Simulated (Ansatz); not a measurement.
Planning a run of Ansatz 0.2.0 on TiO2 (I4/m). The input:

```yaml
crystal:
  lattice:
    - [-4.3507577183, 4.3507577183, 1.8875555959]
    - [4.3507577183, -4.3507577183, 1.8875555959]
    - [4.3507577183, 4.3507577183, -1.8875555959]
  atoms:
    - { symbol: Ti, position: [0.2922817, 0.00285525, 0.29513695] }
    - { symbol: Ti, position: [0.00285525, 0.7077183, 0.71057354] }
    - { symbol: Ti, position: [0.99714475, 0.2922817, 0.28942646] }
    - { symbol: Ti, position: [0.7077183, 0.99714475, 0.70486305] }
    - { symbol: O, position: [0.49886382, 0.15078472, 0.64964854] }
    - { symbol: O, position: [0.16166201, 0.8403974, 0.00205942] }
    - { symbol: O, position: [0.15078471, 0.50113618, 0.65192089] }
    - { symbol: O, position: [0.15960259, 0.16166201, 0.32126461] }
    - { symbol: O, position: [0.8403974, 0.83833799, 0.67873539] }
    - { symbol: O, position: [0.84921528, 0.49886382, 0.34807911] }
    - { symbol: O, position: [0.83833799, 0.15960259, 0.99794058] }
    - { symbol: O, position: [0.50113618, 0.84921529, 0.35035146] }
kpoints:
  mp_grid: { grid: [4, 4, 4] }
hamiltonian:
  xc: lda
  pseudopotentials: { kind: paw, azcp: { folder: soft_1 }, xc_functional: pbe }
scf:
  occupations: { method: fixed }
gw:
  n_empty_bands: 1686
  ecut_chi: 100
  qp_bands: [v4, c4]
  qp_kpoints: band_edges
  screening: { model: contour_deformation }
```

```sh
ansatz run input.yaml --threads 2 --pin off --max-ram 92160MiB --backend cuda --events-out ev --progress --plain --runs-dir out --devices 1 --max-vram 13GiB
```

How long will it take on 1 × NVIDIA H100 80GB HBM3 (shared by 6 runs) with 2 threads of AMD EPYC 7R13 (Zen 3), shared host, and how much memory?

It took 4.5 min; on shared hardware allow 2.3 min to 9 min. Peak host memory was 4.6 GiB. The sizes that set the cost: 2795 plane waves a state, 14 irreducible k points, 1734 bands summed, 331 plane waves in the screening and 11 SCF cycles.

The screening grows as filled bands × empty bands × pairs of k points, times the square of the screening basis for the matrix.

[Paths, hosts, dates, memory and timing lines, banners, echoed tables and standing remarks are left out of the program output.]

[Logs are printed without paths, hosts, clocks, repeated set-up lines and the standing remarks that a program may print on its own settings, such as how far it seeks lower states.]

[Runs of the session that timed out or met a known fault of the program may be left out.]

[Cells called generated may have been cut or substituted from an entry of the Crystallography Open Database or the Materials Project.]

[Hosts, paths, dates, database ids (printed as entryN), source tags and the programs' standing remarks are cut or masked in the printed files.]
